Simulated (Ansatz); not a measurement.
# Free carriers and the phonons of GaP (F-43m)

Aim: how far do free carriers move the optical modes of GaP (F-43m)?

Program: Ansatz 0.2.0. Level of theory: DFT LDA, scalar-relativistic, plane waves, PAW; PAW set soft_1. Results are calculated unless marked as measured.

## 1. The structure

The structure is cubic, space group F-43m (No. 216). The conventional cell has a = 5.451 Å, b = 5.451 Å, c = 5.451 Å, α = 90.00°, β = 90.00°, γ = 90.00°. P has 4 Ga at 2.36 Å nearest. Nearest to Ga lie 4 P at 2.36 Å. Farther neighbours are not listed.

## 2. Bringing the structure to rest

The cell and atoms are relaxed, since residual forces and stress would shift the frequencies.

The input, input.yaml:

```yaml
crystal:
  lattice:
    - [0.0, 2.72525, 2.72525]
    - [2.72525, 0.0, 2.72525]
    - [2.72525, 2.72525, 0.0]
  atoms:
    - { symbol: P, position: [0.75, 0.75, 0.75] }
    - { symbol: Ga, position: [0.0, 0.0, 0.0] }
kpoints:
  mp_grid: { grid: [8, 8, 8] }
hamiltonian:
  xc: lda
  pseudopotentials: { kind: paw, azcp: { folder: soft_1 }, xc_functional: pbe }
scf:
  occupations: { method: gaussian, width: 0.02 }
output:
  forces: true
  stress: true
  eigenvalues: true
  write_density: true
  write_potential: true
  elf: true
  volumetric_format: npy
relax:
  adjacent_minimum: "off"
  f_tol: 0.005
  max_steps: 80
  cell: { stress_tol: 0.05 }
```

The run is started by

```
$ ansatz run input.yaml --threads 8 --pin off --max-ram 16384MiB --backend cpu --events-out ev --progress --plain --runs-dir out
```

Numbers of over 12 decimals in the logs are rounded to 6 here.

What it wrote:

```text
Engine: ansatz 0.2.0, aarch64-unknown-linux-gnu
Pseudopotentials: kind: paw
Pseudopotential: P, paw, valence charge 5, recommended cutoff 420 eV (normal), soft_1/P.paw.azcp
Pseudopotential: Ga, paw, valence charge 13, recommended cutoff 420 eV (normal), soft_1/Ga.paw.azcp
Functional definition: SPW92
  exchange = slater_x
  correlation = pw_c
Crystal: 2 atoms, lattice volume = 40.481 Å³
Basis set: ecut = 420 eV, 749 PW (Γ)
Bands: 13, of which v1, the nominal top of the filled ones, is band 9 counted from 1 (8 counted from 0)
Symmetry: 24 space group operations
Space group: F-43m (ITA 216), of the structure as read, at distance tolerance 3.4e-5 Å
k-points: 29 of 512 (time reversal used)
Non-local potential: P, projectors of the file, l = 0: 2, l = 1: 2, l = 2: 1
Non-local potential: Ga, projectors of the file, l = 0: 2, l = 1: 2, l = 2: 3, l = 3: 1
PAW form: soft (Blöchl's): semilocal exchange-correlation on the pseudo side does not see the compensation charge
PAW frozen core: P, regenerated for the run's functional, and the local potential with it (the file was generated under x = pbe(κ = 0.804, μ = 0.219515), c = pbe(β = 0.066725))
PAW frozen core: Ga, regenerated for the run's functional, and the local potential with it (the file was generated under x = pbe(κ = 0.804, μ = 0.219515), c = pbe(β = 0.066725))
PAW one-centre angular grid: P, 110 points (default); XC on 64 Gauss nodes
PAW one-centre angular grid: Ga, 590 points (default); XC on 64 Gauss nodes
Initial density: superposition of atomic densities (chi_scale 0.1, normalization cell, long waves kept (reshape's long-wave potential 0.00 eV rms))
Initial wavefunctions: pseudopotential atomic-orbital guess
Functional: x = slater, c = lda
SCF iter   1: F=—  HF=-4433.942967 eV  |F-HF|=—  |Δ(HF+E_count)|=         —  Δρ=4.35e-2  dr2=6.37e-1  ethr=3.10e-3  ⟨swp⟩=6.3  Hψ=2616  notcnv=0
preconditioner: auto → none  [insulator: Δε(μ)=1.791 eV  Ē_g=15.372 eV  σ=0.020 eV  W_gap=1.00  n_scr=14 (ndim 8)  ℏωp=24.8 eV  f_vac=0.000  D(μ)=0.00/eV (n_scr^D=0)  ε∞_Penn≈3.6]
SCF iter   2: F=—  HF=-4433.776778 eV  |F-HF|=—  |Δ(HF+E_count)|=   1.66e-1  Δρ=1.99e-2  dr2=9.03e-2  ethr=3.10e-3  ⟨swp⟩=2.1  Hψ=747  notcnv=0
SCF iter   3: F=—  HF=-4433.763041 eV  |F-HF|=—  |Δ(HF+E_count)|=   1.37e-2  Δρ=5.15e-3  dr2=1.12e-2  ethr=5.02e-4  ⟨swp⟩=3.1  Hψ=754  notcnv=0
SCF iter   4: F=—  HF=-4433.758810 eV  |F-HF|=—  |Δ(HF+E_count)|=   4.23e-3  Δρ=2.18e-3  dr2=6.88e-4  ethr=6.22e-5  ⟨swp⟩=3.0  Hψ=846  notcnv=0
SCF iter   5: F=—  HF=-4433.758507 eV  |F-HF|=—  |Δ(HF+E_count)|=   3.04e-4  Δρ=5.05e-4  dr2=4.02e-5  ethr=3.82e-6  ⟨swp⟩=2.0  Hψ=720  notcnv=0
SCF iter   6: F=—  HF=-4433.758506 eV  |F-HF|=—  |Δ(HF+E_count)|=   5.08e-7  Δρ=2.83e-5  dr2=1.86e-7  ethr=2.23e-7  ⟨swp⟩=2.5  Hψ=485  notcnv=0
SCF iter   7: F=-4433.758506 eV  HF=-4433.758506 eV  |F-HF|=1.69e-9  |Δ(HF+E_count)|=   8.60e-8  Δρ=5.85e-6  dr2=6.77e-9  ethr=5.56e-10  ⟨swp⟩=10.5  Hψ=2969  notcnv=0
SCF 1 converged in 7 iterations: F = -4433.758506 eV  dr2 = 6.77e-9
  greatest PAW one-centre occupation: 0.994 electrons in one spin orbital (limit 2), on the Ga atom at site 1 (counted from 0), in its partial waves of l = 2
relax step   1: F+E_penalty+E_count = -4433.75850600 eV  Δ(F+E_penalty+E_count) = +0.000e0 eV  max|allowed force component| = 1.295e-16 eV/Å  Δτ_max = 0.0000 Å  P = -2.743 GPa  Ω = 40.481 Å³  (7 SCF iters, dr2 threshold 1.00e-7 eV, accepted)
Crystal: 2 atoms, lattice volume = 39.562 Å³
Initial density: handed on by an earlier stage of this run
Initial wavefunctions: those handed on with the density
iter 1 solved again at ethr=4.46e-6 eV; its pass at ethr=3.10e-3 eV (dr2=8.02e-4 eV) is discarded
SCF iter   1: F=—  HF=-4433.769373 eV  |F-HF|=—  |Δ(HF+E_count)|=         —  Δρ=1.26e-3  dr2=8.98e-4  ethr=4.46e-6  ⟨swp⟩=2.0  Hψ=2861  notcnv=0
preconditioner: auto → none  [insulator: Δε(μ)=1.470 eV  Ē_g=15.589 eV  σ=0.020 eV  W_gap=1.00  n_scr=14 (ndim 8)  ℏωp=25.0 eV  f_vac=0.002  D(μ)=0.00/eV (n_scr^D=0)  ε∞_Penn≈3.6]
SCF iter   2: F=—  HF=-4433.769086 eV  |F-HF|=—  |Δ(HF+E_count)|=   2.87e-4  Δρ=4.55e-4  dr2=8.34e-5  ethr=4.46e-6  ⟨swp⟩=2.0  Hψ=480  notcnv=0
SCF iter   3: F=—  HF=-4433.769068 eV  |F-HF|=—  |Δ(HF+E_count)|=   1.74e-5  Δρ=1.31e-4  dr2=6.36e-6  ethr=4.63e-7  ⟨swp⟩=2.5  Hψ=499  notcnv=0
SCF iter   4: F=—  HF=-4433.769067 eV  |F-HF|=—  |Δ(HF+E_count)|=   9.73e-7  Δρ=4.69e-5  dr2=4.50e-7  ethr=3.53e-8  ⟨swp⟩=2.0  Hψ=638  notcnv=0
SCF iter   5: F=-4433.769067 eV  HF=-4433.769067 eV  |F-HF|=1.07e-8  |Δ(HF+E_count)|=   1.73e-7  Δρ=1.41e-5  dr2=4.71e-8  ethr=1.11e-9  ⟨swp⟩=11.0  Hψ=3061  notcnv=0
SCF 2 converged in 5 iterations: F = -4433.769067 eV  dr2 = 4.71e-8
relax step   2: F+E_penalty+E_count = -4433.76906728 eV  Δ(F+E_penalty+E_count) = -1.056e-2 eV  max|allowed force component| = 4.915e-17 eV/Å  Δτ_max = 0.0000 Å  P = -0.860 GPa  Ω = 39.562 Å³  energy of the carried Pulay correction = +1.152e-4 eV  (5 SCF iters, dr2 threshold 2.00e-7 eV, accepted)
Crystal: 2 atoms, lattice volume = 39.156 Å³
iter 1 solved again at ethr=9.43e-7 eV; its pass at ethr=3.10e-3 eV (dr2=1.70e-4 eV) is discarded
SCF iter   1: F=—  HF=-4433.770216 eV  |F-HF|=—  |Δ(HF+E_count)|=         —  Δρ=5.77e-4  dr2=1.87e-4  ethr=9.43e-7  ⟨swp⟩=2.7  Hψ=2766  notcnv=0
preconditioner: auto → none  [insulator: Δε(μ)=1.438 eV  Ē_g=15.633 eV  σ=0.020 eV  W_gap=1.00  n_scr=14 (ndim 8)  ℏωp=25.2 eV  f_vac=0.002  D(μ)=0.00/eV (n_scr^D=0)  ε∞_Penn≈3.6]
SCF iter   2: F=—  HF=-4433.770157 eV  |F-HF|=—  |Δ(HF+E_count)|=   5.89e-5  Δρ=2.10e-4  dr2=1.74e-5  ethr=9.43e-7  ⟨swp⟩=2.0  Hψ=479  notcnv=0
SCF iter   3: F=—  HF=-4433.770154 eV  |F-HF|=—  |Δ(HF+E_count)|=   3.48e-6  Δρ=6.36e-5  dr2=1.51e-6  ethr=9.69e-8  ⟨swp⟩=2.2  Hψ=495  notcnv=0
SCF iter   4: F=-4433.770154 eV  HF=-4433.770154 eV  |F-HF|=1.87e-7  |Δ(HF+E_count)|=   2.54e-7  Δρ=2.49e-5  dr2=1.21e-7  ethr=1.11e-9  ⟨swp⟩=12.2  Hψ=3219  notcnv=0
SCF 3 converged in 4 iterations: F = -4433.770154 eV  dr2 = 1.21e-7
  Residual-converged pass: ⟨swp⟩=1.1  Hψ=495  notcnv=0  max |occ|·‖R‖ = 6.9e-9 eV (tolerance 1.0e-8 eV)  dr2=1.21e-7  dr2_onsite=1.26e-7  max |Δocc| = 0.0e0
relax step   3: F+E_penalty+E_count = -4433.77015352 eV  Δ(F+E_penalty+E_count) = -1.086e-3 eV  max|allowed force component| = 3.412e-17 eV/Å  Δτ_max = 0.0000 Å  P = +0.052 GPa  Ω = 39.156 Å³  energy of the carried Pulay correction = +1.669e-4 eV  (4 SCF iters, dr2 threshold 2.00e-7 eV, accepted)
[...]
relax step   4: F+E_penalty+E_count = -4433.77015442 eV  Δ(F+E_penalty+E_count) = -8.992e-7 eV  max|allowed force component| = 2.082e-17 eV/Å  Δτ_max = 0.0000 Å  P = +0.000 GPa  Ω = 39.178 Å³  energy of the carried Pulay correction = +1.640e-4 eV  (4 SCF iters, dr2 threshold 6.84e-9 eV, accepted)
Initial wavefunctions: pseudopotential atomic-orbital guess (no wavefunctions were taken with the density)
iter 1 solved again at ethr=1.52e-6 eV; its pass at ethr=3.10e-3 eV (dr2=2.74e-4 eV) is discarded
SCF iter   1: F=—  HF=-4433.769989 eV  |F-HF|=—  |Δ(HF+E_count)|=         —  Δρ=3.15e-5  dr2=1.18e-7  ethr=1.52e-6  ⟨swp⟩=2.7  Hψ=3590  notcnv=0
eigensolver tolerance schedule: the retry pair's looser diagonalisation over-reported the residual by 2320.98 of it (diagonalisation noise at an unbounded share of the residual, at the tolerance the schedule requests for it); recorded, not acted on — ethr = c·dr2/N_el stays at c = 1.0e-1
SCF iter   2: F=—  HF=-4433.769989 eV  |F-HF|=—  |Δ(HF+E_count)|=   4.06e-7  Δρ=2.52e-5  dr2=1.04e-7  ethr=6.55e-10  ⟨swp⟩=3.6  Hψ=808  notcnv=0
SCF iter   3: F=—  HF=-4433.769989 eV  |F-HF|=—  |Δ(HF+E_count)|=   1.38e-8  Δρ=6.18e-6  dr2=1.95e-8  ethr=5.77e-10  ⟨swp⟩=2.0  Hψ=636  notcnv=0
SCF iter   4: F=—  HF=-4433.769989 eV  |F-HF|=—  |Δ(HF+E_count)|=   1.97e-8  Δρ=8.60e-7  dr2=1.01e-10  ethr=1.08e-10  ⟨swp⟩=2.0  Hψ=636  notcnv=0
SCF iter   5: F=-4433.769989 eV  HF=-4433.769989 eV  |F-HF|=9.09e-13  |Δ(HF+E_count)|=  1.27e-11  Δρ=1.78e-7  dr2=5.12e-12  ethr=1.00e-12  ⟨swp⟩=7.7  Hψ=2069  notcnv=0
SCF 5 converged in 5 iterations: F = -4433.769989 eV  dr2 = 5.12e-12
relax step   5: F+E_penalty+E_count = -4433.76998868 eV  Δ(F+E_penalty+E_count) = +1.657e-4 eV  max|allowed force component| = 3.238e-17 eV/Å  Δτ_max = 0.0000 Å  P = -0.001 GPa  Ω = 39.178 Å³  stress off target by 1.13e-3 GPa  SCF on the basis re-selected at this cell (its energy is not comparable with the rows above)  (5 SCF iters)
basis re-selected at this cell: Δ(F+E_penalty+E_count) = +1.657e-4 eV, ΔP = -0.002 GPa vs the last step (what re-selecting the basis moved, of the pressure what is left beyond the Pulay correction that the steps carried, after the strain that the cell walked since its last selection, with what the two solves' SCF thresholds leave and, on support functions, any second-order correction that the steps lacked; it is no m [...]
SCF converged after 5 iterations
Free energy (F): -4433.769989 eV
Harris-Foulkes:  -4433.769989 eV  (|F-HF|=9.09e-13)
Internal energy: -4433.769989 eV  (E = F + TS)
E sigma→0 (E₀):  -4433.769989 eV
Fermi energy:    7.961660 eV
--- Per-component energies (eV) ---
  E_band       = -58.601960
  E_kinetic    = 182.113094
  E_local      = -1658.795357  (includes V_loc(G=0)·N_el)
  E_nonlocal   = -57.270870
  E_hartree    = 1006.425471
  E_xc         = -135.942082
  E_vxc        = -118.581420  (∫ρ·V_xc dr)
  E_paw        = -2445.114668  (= ΣΔE_a)
  E_vpaw       = -418.918162  (= ΣTr[D̂ρ^β])
  E_aug_tail   = -0.000182  (compensation charges beyond the density's cutoff)
  E_ewald      = -1327.031227
  E_core_change = 1.845833  (= ΣΔE_core)
  E_smearing   = -0.000000  (= −TS)
  E_closure    = 0.000000  (closes the sum)
  Σ components = -4433.769989   (vs F -4433.769989, Δ=0.00e0)
--- Forces (eV/Å), atoms counted from 1 ---
  atom   1  P      0.00000000     0.00000000    -0.00000000
  atom   2  Ga    -0.00000000    -0.00000000    -0.00000000
  max |Σ_I F_I| component: 4.74e-17 eV/Å
--- Stress (GPa, compression-positive) ---
       -0.001126      -0.000000       0.000000
       -0.000000      -0.001126      -0.000000
        0.000000       0.000000      -0.001126
  P = ⅓ Tr σ = -0.0011 GPa (-0.011 kbar)
--- Band table (eV; the first three rows and the last of 29) ---
  k-point 0: bands = [... 5 lower, -5.5218, 7.2465, 7.2465, 7.2465, 9.1264, 11.0243, 11.0243, 11.0243]
  k-point 1: bands = [... 5 lower, -5.3106, 5.5643, 7.0000, 7.0000, 9.7031, 11.3918, 11.3918, 11.6614]
  k-point 2: bands = [... 5 lower, -4.7103, 3.2370, 6.5427, 6.5427, 9.3482, 11.9111, 11.9111, 13.5939]
  k-point 28: bands = [... 5 lower, -2.2607, 0.4620, 3.4688, 3.6118, 11.8454, 12.1517, 13.2438, 13.3036]
--- Relaxed structure (4 steps of the walk, 4 accepted, 1 SCFs on fresh bases) ---
  F+E_penalty+E_count = -4433.76998868 eV   max|allowed force component| = 3.238e-17 eV/Å   (the final SCF, on the basis selected at the relaxed cell)
  cell:  # Å, volume = 39.1785 Å³
    - [0, 2.695706, 2.695706]
    - [2.695706, 0, 2.695706]
    - [2.695706, 2.695706, 0]
  atoms:
    - { symbol: P, position: [0.750000, 0.750000, 0.750000] }
    - { symbol: Ga, position: [0, 0, 0] }
```

Wall time 3.5 s (8 threads of Arm Neoverse N1, shared host); peak memory 0.36 GiB; 20 s of CPU time.

Step by step:

```csv
step,energy less that of the first step (eV),largest force component (eV/Å),pressure (GPa),volume (Å³)
1,0.0000,0.0000,-2.74,40.48
2,-0.0106,0.0000,-0.86,39.56
3,-0.0116,0.0000,0.05,39.16
4,-0.0116,0.0000,0.00,39.18
5*,-0.0115,0.0000,0.00,39.18
```

Relaxation steps marked * repeat the geometry before them on a plane-wave basis chosen anew for their cell, so energy and pressure can jump there.

The run keeps the 24 symmetry operations that it works with, so distortions that break them were not tested.

```csv
"conventional cell, symmetrised",before,after,change
a (Å),5.451,5.391,-1.1 %
b (Å),5.451,5.391,-1.1 %
c (Å),5.451,5.391,-1.1 %
volume (Å³/atom),20.24,19.59,-3.2 %
```

The relaxed structure:

```xyz
2
Lattice="0.0000 2.6957 2.6957 2.6957 0.0000 2.6957 2.6957 2.6957 0.0000" Properties=species:S:1:pos:R:3 pbc="T T T"
P     4.0436    4.0436    4.0436
Ga    0.0000    0.0000    0.0000
```

Numbers from this step:

| Property | Result |
| --- | --- |
| pressure | -0.001126 GPa |
| gap on the k-mesh | 1.430 eV |
| volume per atom | 19.59 Å³ |

Electrostatic potential energy in the ac plane of a cell with a along [110], b along [-110] and c along [001] of the cube at fractional y = 0.000, with atoms of P and Ga within 0.2 Å of it. With pseudopotentials it is smooth inside the atoms' cores, unlike the true potential.

Ten even steps from '0' (-42 eV) to '9' (28 eV), each cell a mean:
```
985677765899667777669
656777776566567777656
667777777666677777766
777777777777777777777
777777777777777777777
777777777777777777777
777777777777777777777
777766677777776666777
777532357777764224677
776300036777751001577
666300036666651001566
556410146555653003565
865654565688565445658
985666665999756666579
```
Columns run along a (7.6 Å; values clipped at the 3rd and 97th percentile), rows up along c (5.4 Å), edges of the conventional cell, whose origin can differ from the input's. Atoms in or near the plane, at fractional coordinates: P at (0.75, 0.25), P at (0.25, 0.25), Ga at (0.50, 0.00), Ga at (0.00, 0.00).

ELF in the ac plane of a cell with a along [110], b along [-110] and c along [001] of the cube at fractional y = 0.000, with atoms of P and Ga within 0.2 Å of it. It is the smooth field of the valence electrons, not physical close to the nuclei.

Values, 8 rows by 16 columns, each cell a mean:
```
0.10 0.22 0.25 0.22 0.20 0.25 0.24 0.13 0.10 0.22 0.25 0.22 0.20 0.25 0.24 0.13
0.26 0.22 0.12 0.04 0.03 0.08 0.19 0.25 0.26 0.22 0.12 0.04 0.03 0.08 0.19 0.25
0.11 0.07 0.04 0.03 0.03 0.03 0.06 0.10 0.11 0.07 0.04 0.03 0.03 0.03 0.06 0.10
0.02 0.04 0.13 0.27 0.30 0.18 0.06 0.02 0.02 0.04 0.13 0.27 0.30 0.18 0.06 0.02
0.04 0.21 0.52 0.70 0.72 0.61 0.32 0.07 0.04 0.21 0.52 0.70 0.72 0.61 0.32 0.07
0.21 0.54 0.70 0.28 0.18 0.60 0.65 0.29 0.21 0.54 0.70 0.28 0.18 0.60 0.65 0.29
0.27 0.55 0.85 0.55 0.40 0.82 0.69 0.32 0.27 0.55 0.85 0.55 0.40 0.82 0.69 0.32
0.09 0.23 0.55 0.71 0.70 0.65 0.33 0.08 0.09 0.23 0.55 0.71 0.70 0.65 0.33 0.08
```
Columns run along a (7.6 Å), rows up along c (5.4 Å), edges of the conventional cell, whose origin can differ from the input's. Atoms in or near the plane, at fractional coordinates: P at (0.75, 0.25), P at (0.25, 0.25), Ga at (0.50, 0.00), Ga at (0.00, 0.00).

Valence density in the ac plane of a cell with a along [110], b along [-110] and c along [001] of the cube at fractional y = 0.000, with atoms of P and Ga within 0.2 Å of it. It is the smooth field of the valence electrons, not physical close to the nuclei.

Ten steps, logarithmic in the rise over the least value, from '0' (0 e/Å³) to '9' (34 e/Å³), each cell a mean:
```
852000002587310000137
321000001233100000013
110000000111000000001
000000000000000000000
000000000000000000000
000000000000000000000
000000000000000000000
000011100000001111000
000122210000011221100
001211121000012112100
011210121100122012210
211222221121122222211
632222212365212222225
962111112698411111148
```
Columns run along a (7.6 Å), rows up along c (5.4 Å), edges of the conventional cell, whose origin can differ from the input's. Atoms in or near the plane, at fractional coordinates: P at (0.75, 0.25), P at (0.25, 0.25), Ga at (0.50, 0.00), Ga at (0.00, 0.00).

In this step the volume went from 20.24 to 19.59 Å³/atom.

## 3. Tight relaxation

Phonons need small forces and stress, so the relaxation is finished with tight tolerances on 8×8×8 k points.

input.yaml, the sections that differ from step 2:

```yaml
crystal:
  lattice:
    - [0.0, 2.6957056919, 2.6957056919]
    - [2.6957056919, 0.0, 2.6957056919]
    - [2.6957056919, 2.6957056919, 0.0]
  atoms:
    - { symbol: P, position: [0.75, 0.75, 0.75] }
    - { symbol: Ga, position: [0.0, 0.0, 0.0] }
scf:
  occupations: { method: fixed }
output:
  forces: true
  stress: true
  eigenvalues: true
relax:
  adjacent_minimum: "off"
  f_tol: 0.001
  max_steps: 60
  cell: { stress_tol: 0.01 }
# kpoints, hamiltonian: as in step 2
```

What it wrote:

```text
[...]
Crystal: 2 atoms, lattice volume = 39.178 Å³
Basis set: ecut = 420 eV, 749 PW (Γ)
Bands: 13, of which v1, the nominal top of the filled ones, is band 9 counted from 1 (8 counted from 0)
Symmetry: 24 space group operations
[...]
k-points: 29 of 512 (time reversal used)
[...]
k-point 28: bands = [... 5 lower, -2.2607, 0.4620, 3.4688, 3.6118, 11.8454, 12.1517, 13.2438, 13.3036]
--- Relaxed structure (1 steps of the walk, 1 accepted, 1 SCFs on fresh bases) ---
[...]
cell:  # Å, volume = 39.1785 Å³
    - [0.0, 2.6957056919, 2.6957056919]
    - [2.6957056919, 0.0, 2.6957056919]
    - [2.6957056919, 2.6957056919, 0.0]
  atoms:
    - { symbol: P, position: [0.750000, 0.750000, 0.750000] }
    - { symbol: Ga, position: [0.0, 0.0, 0.0] }
[key lines of the parts left out:]
SCF converged after 6 iterations
Free energy (F): -4433.769989 eV
Fermi energy:    7.246466 eV
P = ⅓ Tr σ = -0.0011 GPa (-0.011 kbar)
```

Wall time 1.5 s (8 threads); peak memory 0.35 GiB; 8.2 s of CPU time.

Little changed from the start: no atom moved by 0.005 Å and no cell edge by 0.1 %.

This step gave:

```
pressure : -0.001121 GPa
```

The forces vanish by symmetry and the pressure is -0.001 GPa, within the tolerances set. The cell now holds 19.59 Å³/atom.

## 4. Ground state of a member: no carriers

The cell of the neutral crystal is kept with no carriers. The bands are sampled on 30×30×30 points with Fermi-Dirac filling of 0.03 eV.

input.yaml, the sections that differ from step 3:

```yaml
kpoints:
  mp_grid: { grid: [30, 30, 30] }
scf:
  occupations: { method: fermi_dirac, width: 0.03 }
# crystal, hamiltonian, output: as in step 3
# relax: removed
```

What it wrote:

```text
[...]
Crystal: 2 atoms, lattice volume = 39.178 Å³
Basis set: ecut = 420 eV, 749 PW (Γ)
Bands: 13, of which v1, the nominal top of the filled ones, is band 9 counted from 1 (8 counted from 0)
Symmetry: 24 space group operations
[...]
k-points: 752 of 27000 (time reversal used)
[...]
SCF iter   1: F=—  HF=-4433.967842 eV  |F-HF|=—  |Δ(HF+E_count)|=         —  Δρ=4.49e-2  dr2=6.64e-1  ethr=3.10e-3  ⟨swp⟩=6.4  Hψ=68370  notcnv=0
[...]
SCF iter   7: F=-4433.772876 eV  HF=-4433.772876 eV  |F-HF|=1.74e-9  |Δ(HF+E_count)|=   1.23e-7  Δρ=5.87e-6  dr2=6.74e-9  ethr=5.56e-10  ⟨swp⟩=6.3  Hψ=50134  notcnv=0
SCF 1 converged in 7 iterations: F = -4433.772876 eV  dr2 = 6.74e-9
[...]
SCF converged after 7 iterations
Free energy (F): -4433.772876 eV
[...]
Internal energy: -4433.772876 eV  (E = F + TS)
E sigma→0 (E₀):  -4433.772876 eV
Fermi energy:    7.937695 eV
[...]
--- Stress (GPa, compression-positive) ---
        0.003648       0.000000      -0.000000
       -0.000000       0.003648       0.000000
       -0.000000       0.000000       0.003648
  P = ⅓ Tr σ = 0.0036 GPa (0.036 kbar)
--- Band table (eV; the first three rows and the last of 752) ---
  k-point 0: bands = [... 5 lower, -5.5231, 7.2447, 7.2447, 7.2447, 9.1253, 11.0239, 11.0239, 11.0239]
  k-point 1: bands = [... 5 lower, -5.5079, 7.0502, 7.2245, 7.2245, 9.2571, 11.0466, 11.0544, 11.0544]
  k-point 2: bands = [... 5 lower, -5.4625, 6.5921, 7.1668, 7.1668, 9.5036, 11.1416, 11.1416, 11.1453]
  k-point 751: bands = [... 5 lower, -2.2638, 0.4586, 3.4769, 3.6181, 11.7459, 12.0315, 13.3697, 13.4117]
```

Run time: 9.1 s. Hardware: 8 threads; peak memory 0.73 GiB; 67 s of CPU time.

In the SCF lines HF is the Harris–Foulkes energy and dr2 the Hartree energy of the density residual, in eV; the loop may stop once dr2 is under the threshold and the program's other checks hold. Hψ counts applications of the Hamiltonian.

The forces vanish by symmetry.

[end of part 1 of 2]

[Logs are printed without paths, hosts, clocks, repeated set-up lines and the standing remarks that a program may print on its own settings, such as how far it seeks lower states.]

[Hosts, paths, dates, database ids (printed as entryN), source tags and the programs' standing remarks are cut or masked in the printed files.]
